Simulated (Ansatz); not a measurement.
## Na3Y (built on the sites of a database entry of Li3Bi): from the cell to its phonons

The cell of Na3Y (built on the sites of a database entry of Li3Bi) is at rest. What are its phonons? After the zone centre comes a 2×2×2 q mesh on a 8×8×8 k mesh.

Program: Ansatz 0.2.0. Level of theory: DFT PBEsol, scalar-relativistic, plane waves, PAW. Results are calculated unless marked as measured.

The structure was built from a prototype and need not be the compound's stable phase.

## Step 1: The structure

Symmetry: Fm-3m, No. 225, cubic system. Conventional cell: a = 8.118 Å, b = 8.118 Å, c = 8.118 Å, α = 90.00°, β = 90.00°, γ = 90.00°. Nearest to Na lie 4 Y at 3.52 Å and 4 Na at 3.52 Å. Nearest to Na lie 8 Na at 3.52 Å. Nearest to Y lie 8 Na at 3.52 Å. Farther neighbours are not listed.

## Step 2: Modes at Γ

The cell comes from relaxations at this level that are not shown. The zone centre comes first: it holds the modes that light can see, as far as symmetry allows. No field response is asked, since the mesh shows no gap.

input.yaml

```yaml
crystal:
  lattice:
    - [0.0, 4.0589774831, 4.0589774831]
    - [4.0589774831, 0.0, 4.0589774831]
    - [4.0589774831, 4.0589774831, 0.0]
  atoms:
    - { symbol: Na, position: [0.75, 0.75, 0.75] }
    - { symbol: Na, position: [0.5, 0.5, 0.5] }
    - { symbol: Na, position: [0.25, 0.25, 0.25] }
    - { symbol: "Y", position: [0.0, 0.0, 0.0] }
kpoints:
  mp_grid: { grid: [8, 8, 8] }
hamiltonian:
  xc: pbesol
scf:
  occupations: { method: methfessel_paxton, width: 0.15 }
output:
  eigenvalues: true
phonons:
  method: dfpt
```

On the command line:

```console
> ansatz run input.yaml --threads 4 --pin off --max-ram 7168MiB --backend cpu --events-out ev --progress --plain --runs-dir out
```

Numbers of over 12 decimals in the logs are rounded to 6 here.

Log:

```text
zone centre: on kpoints.mp_grid the ground state, and the responses unless they are solved on pairs of k-points, stand on 59 of the mesh's 512 k-points, reduced under 8 symmetry operations, with k and −k counted as one. Each operation leaves every solved displacement unchanged or reverses it
Engine: ansatz 0.2.0, aarch64-unknown-linux-gnu
Pseudopotentials: kind: paw
Pseudopotential: Na, paw, valence charge 9, recommended cutoff 420 eV (normal), Na.paw.azcp
Pseudopotential: Y, paw, valence charge 11, recommended cutoff 420 eV (normal), Y.paw.azcp
Functional definition: PBEsol
  exchange = pbesol_x
  correlation = pbesol_c
Crystal: 4 atoms, lattice volume = 133.746 Å³
Basis set: ecut = 420 eV, 2685 PW (Γ), exchange–correlation on 80×80×80 points (8 copies of the dense FFT grid, shifted against one another)
Bands: 23, of which v1, the nominal top of the filled ones, is band 19 counted from 1 (18 counted from 0)
Symmetry: 48 space group operations
k-points: 59 of 512 (irreducible under 8 space group operations, time reversal used)
Non-local potential: Na, projectors of the file, l = 0: 3, l = 1: 2, l = 2: 1
Non-local potential: Y, projectors of the file, l = 0: 3, l = 1: 2, l = 2: 2, l = 3: 1
PAW form: soft (Blöchl's): semilocal exchange-correlation on the pseudo side does not see the compensation charge
PAW frozen core: Na, regenerated for the run's functional, and the local potential with it (the file was generated under x = pbe(κ = 0.804, μ = 0.219515), c = pbe(β = 0.066725))
PAW frozen core: Y, regenerated for the run's functional, and the local potential with it (the file was generated under x = pbe(κ = 0.804, μ = 0.219515), c = pbe(β = 0.066725))
PAW one-centre angular grid: Na, 110 points (default); XC on 64 Gauss nodes
PAW one-centre angular grid: Y, 590 points (default); XC on 64 Gauss nodes
Initial density: superposition of atomic densities (neutral atoms: chi_scale 0, normalization atom), corrected by the library's trained network
Initial wavefunctions: pseudopotential atomic-orbital guess
Functional: x = pbesol(κ = 0.804, μ = 0.123457), c = pbesol(β = 0.046)
SCF iter   1: F=—  HF=-8221.056512 eV  |F-HF|=—  |Δ(HF+E_count)|=         —  Δρ=2.30e-3  dr2=4.93e-3  ethr=1.77e-3  ⟨swp⟩=4.7  Hψ=4776  notcnv=0
preconditioner: auto → Kerker (q_TF=auto, 2.212 Å⁻¹)  [metal: Δε(μ)=0.050 eV  Ē_g=1.944 eV  σ=0.150 eV  W_gap=0.27  n_scr=26 (ndim 8)  ℏωp=7.9 eV  f_vac=0.000  D(μ)=3.78/eV (n_scr^D=26)]
SCF iter   2: F=—  HF=-8221.055074 eV  |F-HF|=—  |Δ(HF+E_count)|=   1.44e-3  S|Δr|=    0.00e0  Δρ=8.43e-4  dr2=1.58e-3  ethr=1.30e-5  ⟨swp⟩=2.0  Hψ=2942  notcnv=0
SCF iter   3: F=—  HF=-8221.054999 eV  |F-HF|=—  |Δ(HF+E_count)|=   7.52e-5  S|Δr|=    0.00e0  Δρ=3.84e-4  dr2=5.59e-4  ethr=4.15e-6  ⟨swp⟩=2.4  Hψ=1886  notcnv=0
SCF iter   4: F=—  HF=-8221.054878 eV  |F-HF|=—  |Δ(HF+E_count)|=   1.21e-4  S|Δr|=    0.00e0  Δρ=1.12e-4  dr2=3.97e-5  ethr=1.47e-6  ⟨swp⟩=2.0  Hψ=1527  notcnv=0
SCF iter   5: F=—  HF=-8221.054863 eV  |F-HF|=—  |Δ(HF+E_count)|=   1.51e-5  S|Δr|=    0.00e0  Δρ=3.56e-5  dr2=2.45e-6  ethr=1.05e-7  ⟨swp⟩=2.0  Hψ=1535  notcnv=0
SCF iter   6: F=—  HF=-8221.054860 eV  |F-HF|=—  |Δ(HF+E_count)|=   2.73e-6  S|Δr|=    0.00e0  Δρ=9.62e-6  dr2=1.30e-7  ethr=6.45e-9  ⟨swp⟩=2.0  Hψ=1538  notcnv=0
SCF iter   7: F=—  HF=-8221.054860 eV  |F-HF|=—  |Δ(HF+E_count)|=   3.62e-8  S|Δr|=    0.00e0  Δρ=3.49e-6  dr2=7.19e-9  ethr=3.42e-10  ⟨swp⟩=2.0  Hψ=2509  notcnv=0
SCF iter   8: F=—  HF=-8221.054860 eV  |F-HF|=—  |Δ(HF+E_count)|=   3.61e-9  S|Δr|=    0.00e0  Δρ=7.55e-7  dr2=5.63e-10  ethr=1.89e-11  ⟨swp⟩=2.0  Hψ=2325  notcnv=0
SCF iter   9: F=—  HF=-8221.054860 eV  |F-HF|=—  |Δ(HF+E_count)|=  5.42e-10  S|Δr|=    0.00e0  Δρ=1.76e-7  dr2=6.59e-11  ethr=1.48e-12  ⟨swp⟩=2.0  Hψ=2080  notcnv=0
SCF iter  10: F=-8221.054860 eV  HF=-8221.054860 eV  |F-HF|=1.82e-12  |Δ(HF+E_count)|=  1.82e-11  S|Δr|=    0.00e0  Δρ=5.23e-8  dr2=6.63e-12  ethr=1.00e-12  ⟨swp⟩=5.4  Hψ=5268  notcnv=0
SCF 1 converged in 10 iterations: F = -8221.054860 eV  dr2 = 6.63e-12
  greatest PAW one-centre occupation: 0.999 electrons in one spin orbital (limit 2), on the Na atom at site 2 (counted from 0), in its partial waves of l = 0
DFPT response loops at Γ: preconditioner auto → Kerker (q_TF=auto, 2.212 Å⁻¹) (partly filled bands, converged f_vac=0.000); β = 1.00, the filter's whole step (`scf.mixing.beta` (0.50) is not read by the response loops under this deck's `scf.mixing.preconditioner`; to damp them name `kerker` or `kerker_dos`, under which they read `scf.mixing.beta`, and type it under 1.00, their step now; both keys bind the ground state too); Broyden in place of MSR1
SCF converged after 10 iterations
Stability not checked: this state was not tested for a lower state beside it, because cold or Methfessel-Paxton smearing, or corrected tetrahedra, fill the levels in a way that the test cannot read (fill_not_monotonic; see scf.lower_state_search)
Free energy (F): -8221.054860 eV
Harris-Foulkes:  -8221.054860 eV  (|F-HF|=1.82e-12)
Internal energy: -8221.058310 eV  (E = F + TS)
E sigma→0 (E₀):  -8221.055723 eV
Entropy (-TS):   0.003450 eV (0.862 meV/atom)
Fermi energy:    3.813654 eV
--- Per-component energies (eV) ---
  E_band       = -840.098121
  E_kinetic    = 662.766411
  E_local      = -4865.266533  (includes V_loc(G=0)·N_el)
  E_nonlocal   = 399.955508
  E_hartree    = 1737.826997
  E_xc         = -282.869831
  E_vxc        = -341.793180  (∫ρ·V_xc dr)
  E_paw        = -3533.617608  (= ΣΔE_a)
  E_vpaw       = -171.414165  (= ΣTr[D̂ρ^β])
  E_aug_tail   = -0.000070  (compensation charges beyond the density's cutoff)
  E_ewald      = -2340.166038
  E_core_change = 0.312854  (= ΣΔE_core)
  E_smearing   = 0.003450  (= −TS)
  E_closure    = 0.000000  (closes the sum)
  Σ components = -8221.054860   (vs F -8221.054860, Δ=0.00e0)
--- Band table (eV; the first three rows and the last of 59) ---
  k-point 0: bands = [... 15 lower, -20.1878, -0.0205, 3.9965, 3.9965, 3.9965, 4.5429, 4.5429, 6.6725]
  k-point 1: bands = [... 15 lower, -20.1879, 0.0981, 3.8569, 4.0310, 4.0310, 4.5035, 4.5035, 6.0802]
  k-point 2: bands = [... 15 lower, -20.1879, 0.4464, 3.4196, 4.0479, 4.0479, 4.5296, 4.5296, 5.2272]
  k-point 58: bands = [... 15 lower, -20.1856, 2.5665, 2.7546, 2.8947, 2.8947, 4.7054, 4.8990, 4.8990]
--- Phonons (Γ-DFPT): 3 representative perturbations + reference, on 59 of 512 k-points (Σ response iterations 9) ---
  k mesh reduced under 8 symmetry operations, with k and −k counted as one. Each operation leaves every solved displacement unchanged or reverses it
  ASR residual: 4.811e-5 → 0.000e0 eV/Å²; symmetrization residual: 1.388e-6 eV/Å²
  ASR residual per site (eV/Å²): 4.81e-5 2.11e-5 4.81e-5 1.87e-5
  Γ frequencies (cm⁻¹): 0.00 0.00 0.00 113.34 113.34 113.34 132.20 132.20 132.20 154.30 154.30 154.30
  non-analytic LO–TO correction: not included (Born effective charges unavailable; polar crystals: no LO–TO splitting at Γ)
```

It took 20 s on 4 threads of Arm Neoverse V1, shared host; peak memory 0.9 GiB; 74 s of CPU time.

In the SCF lines HF is the Harris–Foulkes energy and dr2 the Hartree energy of the density residual, in eV; the loop may stop once dr2 is under the threshold and the program's other checks hold. Hψ counts applications of the Hamiltonian.

Numbers from this step:

- volume per atom: 33.44 Å³
- gap on the k-mesh: 0 eV
- sum-rule residual before enforcement: 4.81e-5 eV/Å²
- point group: m-3m
- highest optical mode at the zone centre (no LO-TO term): 154.3 cm⁻¹
- lowest optical zone-centre mode: 113.3 cm⁻¹

Patterns of degenerate modes are one choice out of their space. Modes at Γ, with each element's share of the kinetic energy:

| mode | frequency (cm⁻¹) | symmetry | Na % | Y % |
| --- | --- | --- | --- | --- |
| 1 | 0.0 | acoustic | 44 | 56 |
| 2 | 0.0 | acoustic | 44 | 56 |
| 3 | 0.0 | acoustic | 44 | 56 |
| 4 | 113.3 | T1u | 70 | 30 |
| 5 | 113.3 | T1u | 70 | 30 |
| 6 | 113.3 | T1u | 70 | 30 |
| 7 | 132.2 | T2g | 100 | 0 |
| 8 | 132.2 | T2g | 100 | 0 |
| 9 | 132.2 | T2g | 100 | 0 |
| 10 | 154.3 | T1u | 86 | 14 |
| 11 | 154.3 | T1u | 86 | 14 |
| 12 | 154.3 | T1u | 86 | 14 |

Displacements in mode 4 (113.3 cm⁻¹), the largest set to 1:
```
Na1  0.00  0.05  0.16
Na2  0.01  0.34  1.00
Na3  0.00  0.05  0.16
Y4   0.00 -0.12 -0.34
```

Displacements in mode 12 (154.3 cm⁻¹), the largest set to 1:
```
Na1 -0.01  1.00 -0.43
Na2  0.01 -0.74  0.32
Na3 -0.01  1.00 -0.43
Y4   0.00 -0.33  0.14
```

Before it was imposed, the acoustic sum rule was missed by 4.8e-5 eV/Å². Small misses are needed for a sound result but don't prove that mesh and cutoff are converged. The lowest optical mode is real, 113 cm⁻¹.

## Step 3: Phonons on a q mesh

Stability and thermal properties need the whole zone. Linear response on a 2×2×2 q mesh gives force constants as far as a supercell of that size would.

input.yaml, as its differences from that of step 2:

```diff
@@ -20 +20,8 @@
   method: dfpt
+  qmesh: [2, 2, 2]
+  temperatures: { t_max: 1000, t_step: 50 }
+  qpath:
+    path:
+      - [[0.0, 0.0, 0.0], [0.5, 0.0, 0.5], [0.625, 0.25, 0.625]]
+      - [[0.375, 0.375, 0.75], [0.0, 0.0, 0.0], [0.5, 0.5, 0.5], [0.5, 0.25, 0.75], [0.5, 0.0, 0.5]]
+    npoints: 10
```

Log:

```text
Warning: phonons: the dynamical matrix that this run interpolates holds no multipole term above the dipole-dipole one, and a site of this crystal is no centre of inversion, so its interpolated transverse optical and acoustic branches and sound speeds can stay off near Gamma, and the density of states and the thermodynamics with them. What a run solves at a wave vector of phonons.qpoints, Gamma apart, where the deck admits one, is free of this, and under fd what a larger phonons.supercell samples
[...]
Crystal: 4 atoms, lattice volume = 133.746 Å³
Basis set: ecut = 420 eV, 2685 PW (Γ), exchange–correlation on 80×80×80 points (8 copies of the dense FFT grid, shifted against one another)
Bands: 23, of which v1, the nominal top of the filled ones, is band 19 counted from 1 (18 counted from 0)
Symmetry: 48 space group operations
k-points: 29 of 512
[...]
SCF iter   1: F=—  HF=-8221.056477 eV  |F-HF|=—  |Δ(HF+E_count)|=         —  Δρ=2.30e-3  dr2=4.94e-3  ethr=1.77e-3  ⟨swp⟩=4.7  Hψ=2352  notcnv=0
[...]
SCF iter  10: F=-8221.054860 eV  HF=-8221.054860 eV  |F-HF|=1.82e-12  |Δ(HF+E_count)|=  2.00e-11  S|Δr|=    0.00e0  Δρ=5.16e-8  dr2=6.49e-12  ethr=1.00e-12  ⟨swp⟩=5.3  Hψ=2582  notcnv=0
SCF 1 converged in 10 iterations: F = -8221.054860 eV  dr2 = 6.49e-12
[...]
iter 1 solved again at ethr=1.87e-9 eV; its pass at ethr=3.10e-3 eV (dr2=7.10e-7 eV) is discarded
[...]
SCF iter   2: F=-8221.054860 eV  HF=-8221.054860 eV  |F-HF|=5.46e-12  |Δ(HF+E_count)|=   1.25e-6  S|Δr|=    0.00e0  Δρ=4.22e-8  dr2=6.11e-12  ethr=1.00e-12  ⟨swp⟩=4.2  Hψ=2057  notcnv=0
SCF 2 converged in 2 iterations: F = -8221.054860 eV  dr2 = 6.11e-12
phonons: the bands overlap, so this run is a metal and interpolates without the dipole-dipole term. If the crystal is really an insulator or semiconductor, its LO-TO splitting is missing
NSCF: frozen V_eff on 29 k-points
[...]
DFPT response loops at q = (0, 0, 0) (fractional): preconditioner auto → Kerker (q_TF=auto, 2.212 Å⁻¹) (partly filled bands, converged f_vac=0.000); β = 1.00, the filter's whole step (`scf.mixing.beta` (0.50) is not read by the response loops under this deck's `scf.mixing.preconditioner`; to damp them name `kerker` or `kerker_dos`, under which they read `scf.mixing.beta`, and type it under 1.00, their step now; both keys bind the ground state too); Broyden in place of MSR1
[...]
SCF converged after 10 iterations
[...]
Free energy (F): -8221.054860 eV
[...]
Internal energy: -8221.058310 eV  (E = F + TS)
E sigma→0 (E₀):  -8221.055723 eV
Entropy (-TS):   0.003450 eV (0.862 meV/atom)
Fermi energy:    3.813654 eV
[...]
--- Band table (eV; the first three rows and the last of 29) ---
  k-point 0: bands = [... 15 lower, -20.1878, -0.0205, 3.9965, 3.9965, 3.9965, 4.5429, 4.5429, 6.6725]
  k-point 1: bands = [... 15 lower, -20.1879, 0.0981, 3.8569, 4.0310, 4.0310, 4.5035, 4.5035, 6.0802]
  k-point 2: bands = [... 15 lower, -20.1879, 0.4464, 3.4196, 4.0479, 4.0479, 4.5296, 4.5296, 5.2272]
  k-point 28: bands = [... 15 lower, -20.1856, 2.5665, 2.7546, 2.8947, 2.8947, 4.7054, 4.8990, 4.8990]
--- Phonons (Γ-DFPT): 3 representative perturbations + reference (Σ response iterations 9) ---
  ASR residual: 4.770e-5 → 0.000e0 eV/Å²; symmetrization residual: 1.410e-6 eV/Å²
  ASR residual per site (eV/Å²): 4.77e-5 2.02e-5 4.77e-5 2.23e-5
[...]
--- Phonons (arbitrary-q DFPT): 3 irreducible q on the 2×2×2 mesh ---
  q = [0.0000, 0.0000, 0.0000] (star 1, of the zone-centre solve; hermiticity 1.21e-6, symmetrization 1.78e-12): 0.00 0.00 0.00 113.34 113.34 113.34 132.20 132.20 132.20 154.30 154.30 154.30
  q = [0.0000, 0.0000, -0.5000] (star 4, 3 solved perturbations on 150 of 512 k-point pairs; hermiticity 2.35e-6, symmetrization 1.02e-6): 37.50 37.50 40.79 88.88 88.88 101.25 137.34 138.52 145.48 145.48 146.31 146.31
  q = [0.0000, -0.5000, -0.5000] (star 3, 6 solved perturbations in 462 linear systems a pass and spin channel, the states on 95 of 512 k-point pairs; hermiticity 1.29e-6, symmetrization 1.05e-8): -14.72 -14.72 57.59 100.04 100.04 111.73 126.31 126.31 128.80 130.36 158.21 158.21
  sum rule: each row above includes the acoustic sum rule's correction from the zone centre's row sums; it moved no ω² by more than (0.75 cm⁻¹)²
  mesh force constants: q→R imaginary residual 4.35e-17; ASR residual 4.770e-5 → 0.000e0 eV/Å²; symmetrization residual 1.332e-15 eV/Å²
  interpolated dispersion: 62 rows × 12 modes
  density of states and harmonic sums: on the 14×14×14 q-mesh, interpolated from the force constants of a 2×2×2 supercell (no non-analytic term)
  largest difference from the sums on the solved wave vectors: F 3.43e-1 eV, S 4.33e-4 and C_V 9.07e-5 eV/K
  zero-point energy: 0.076843 eV/cell   skipped modes (ω ≤ 0): 16, of them read as no rigid motion or as one in doubt: 13 (7.653e-2 modes/cell left out, lowest -14.72 cm⁻¹)   left out of the sums: 6.47e-3 of the cell's modes: C_V's classical limit lies that fraction below 3 k_B per atom; for a crystal, a wire or a layer, F and S can be off by more, and a phonons.interpolated_qmesh denser along its periods is the remedy for the sampling
```

Wall time 1.7 min (4 threads); peak memory 1.3 GiB; 6.6 min of CPU time.

This step gave:

```yaml
sum_rule_residual_before_enforcement: 4.77e-5 eV/Å²
lowest_frequency_on_the_path: -14.72 cm⁻¹
highest_frequency_on_the_path_or_at_a_solved_wavevector: 158.2 cm⁻¹
lowest_mode_on_the_q_mesh_acoustic_modes_at_gamma_apart: -14.72 cm⁻¹
```

Frequencies (cm⁻¹) solved at each irreducible wavevector; negative means imaginary. Frequencies by wavevector, by row:

| q in reciprocal lattice units | star | mode 1 | mode 2 | mode 3 | mode 4 | mode 10 | mode 11 | mode 12 |
| --- | --- | --- | --- | --- | --- | --- | --- | --- |
| 0 0 0 | 1 | 0 | 0 | 0 | 113.3 | 154.3 | 154.3 | 154.3 |
| 0 0 -0.5 | 4 | 37.5 | 37.5 | 40.8 | 88.9 | 145.5 | 146.3 | 146.3 |
| 0 -0.5 -0.5 | 3 | -14.7 | -14.7 | 57.6 | 100 | 130.4 | 158.2 | 158.2 |

Interpolated from a 2×2×2 q mesh. The phonon branches at the labelled points (cm⁻¹):

| point | branch 1 | branch 2 | branch 3 | branch 4 | branch 9 | branch 10 | branch 11 | branch 12 |
| --- | --- | --- | --- | --- | --- | --- | --- | --- |
| Γ | 0 | 0 | 0 | 113 | 132 | 154 | 154 | 154 |
| halfway | 33 | 33 | 48 | 90 | 143 | 145 | 150 | 150 |
| X | -15 | -15 | 58 | 100 | 129 | 130 | 158 | 158 |
| halfway | -13 | 5 | 55 | 97 | 132 | 134 | 156 | 158 |
| U | -5 | 22 | 48 | 93 | 140 | 141 | 149 | 157 |
| jump to K | -5 | 22 | 48 | 93 | 140 | 141 | 149 | 157 |
| halfway | 15 | 36 | 46 | 92 | 143 | 148 | 148 | 154 |
| Γ | 0 | 0 | 0 | 113 | 132 | 154 | 154 | 154 |
| halfway | 25 | 25 | 46 | 97 | 139 | 147 | 152 | 152 |
| L | 38 | 38 | 41 | 89 | 146 | 146 | 146 | 146 |
| halfway | 23 | 33 | 39 | 94 | 140 | 141 | 152 | 152 |
| W | 11 | 37 | 37 | 89 | 147 | 147 | 148 | 148 |
| halfway | -8 | 15 | 52 | 94 | 135 | 137 | 155 | 156 |
| X | -15 | -15 | 58 | 100 | 129 | 130 | 158 | 158 |

The phonon density of states has structure finer than the step of the table below, so its rows give means over 5 cm⁻¹, whole bins alone (the curve runs from -15 to 159 cm⁻¹). Peaks (cm⁻¹: height): 33.0: 0.118, 95.0: 0.203, 129.0: 0.366, 149.0: 0.304.

Tetrahedra on a 14×14×14 mesh, mean over bins of 2 cm-1. Interpolated from a 2×2×2 q mesh. Phonon density of states against wavenumber; means over each step:

wavenumber (cm⁻¹), phonon density of states (1/cm⁻¹/cell) and a bar:
```
      -10      0.004 
       -5      0.005 #
        0      0.006 #
        5      0.008 #
       10      0.021 ##
       15      0.045 #####
       20      0.063 #######
       25      0.076 ########
       30      0.083 #########
       35      0.093 ##########
       40      0.084 #########
       45      0.069 ########
       50      0.028 ###
       55      0.013 #
       60      0.001 
       65      0.000 
       70      0.000 
       75      0.000 
       80      0.000 
       85      0.001 
       90      0.088 ##########
       95      0.188 #####################
      100      0.166 ##################
      105      0.116 #############
      110      0.040 ####
      115      0.001 
      120      0.000 
      125      0.034 ####
      130      0.259 #############################
      135      0.163 ##################
      140      0.132 ###############
      145      0.175 ###################
      150      0.272 ##############################
      155      0.155 #################
```

The partial phonon density of states has structure finer than the step of the table below, so its rows give means over 10 cm⁻¹, whole bins alone (the curve runs from -24 to 173 cm⁻¹). Peaks (cm⁻¹: height): Na 94.8: 0.172, 130.7: 0.256, 150.6: 0.237; Y 34.2: 0.0781, 98.6: 0.0152, 150.6: 0.0318.

Phonopy on the run's constants, 13x13x13 mesh, Gaussian sigma 2.0 cm-1. Interpolated from a 2×2×2 q mesh. Table of partial phonon density of states by wavenumber; means over each step; values in 1/cm⁻¹/cell:

| wavenumber (cm⁻¹) | Na | Y |
| --- | --- | --- |
| -10 | 0.00139 | 0.00361 |
| 0 | 6.9e-4 | 0.00174 |
| 10 | 0.00723 | 0.0180 |
| 20 | 0.0179 | 0.0425 |
| 30 | 0.0215 | 0.0641 |
| 40 | 0.0156 | 0.0670 |
| 50 | 0.00524 | 0.0293 |
| 60 | 2.2e-4 | 0.00366 |
| 70 | 0 | 0 |
| 80 | 2.0e-4 | 1.0e-6 |
| 90 | 0.0879 | 0.00387 |
| 100 | 0.145 | 0.0133 |
| 110 | 0.0435 | 0.00575 |
| 120 | 0.00463 | 7.9e-5 |
| 130 | 0.182 | 0.00403 |
| 140 | 0.132 | 0.0115 |
| 150 | 0.202 | 0.0264 |
| 160 | 0.0323 | 0.00495 |

Symmetry leaves 3 wavevectors to solve. The lowest mode among them, the acoustic zeros apart, lies at q = (0, -0.5, -0.5) and is imaginary, 14.7i cm⁻¹, so the energy falls along it.

## Step 4: Summary of results

```yaml
space_group_within_0p01_a: Fm-3m
volume_per_atom: 33.4 Å³
electronic_character: no gap on this mesh
highest_optical_mode_at_the_zone_centre_no_lo_to_term: 154 cm⁻¹
lowest_optical_zone_centre_mode: 113 cm⁻¹
lowest_mode_on_the_q_mesh_acoustic_modes_at_gamma_apart: -14.7 cm⁻¹
highest_frequency_on_the_path_or_at_a_solved_wavevector: 158 cm⁻¹
imaginary_modes_on_the_2x2x2_q_mesh: yes
```

**Reading.** Modes are clearly imaginary (beyond 10i cm⁻¹) at 1 of the 3 irreducible wavevectors, most at q = (0, -0.5, -0.5) (14.7i cm⁻¹), so this structure is not a minimum of the energy. The optical modes at Γ span 113 to 154 cm⁻¹. The highest mode in this list at Γ, 154.3 cm⁻¹, is mostly motion of Na (86 % of the kinetic energy). With no gap, or one that is small against the smearing, the frequencies hang on the k mesh and the smearing, most of all near Kohn anomalies. The starting cell was built on a prototype and not taken from a measurement, so the phase need not exist. These are harmonic frequencies at zero temperature: anharmonic shifts, linewidths and thermal expansion are left out.

[Logs are printed without paths, hosts, clocks, repeated set-up lines and the standing remarks that a program may print on its own settings, such as how far it seeks lower states.]

[Hosts, paths, dates, database ids (printed as entryN), source tags and the programs' standing remarks are cut or masked in the printed files.]
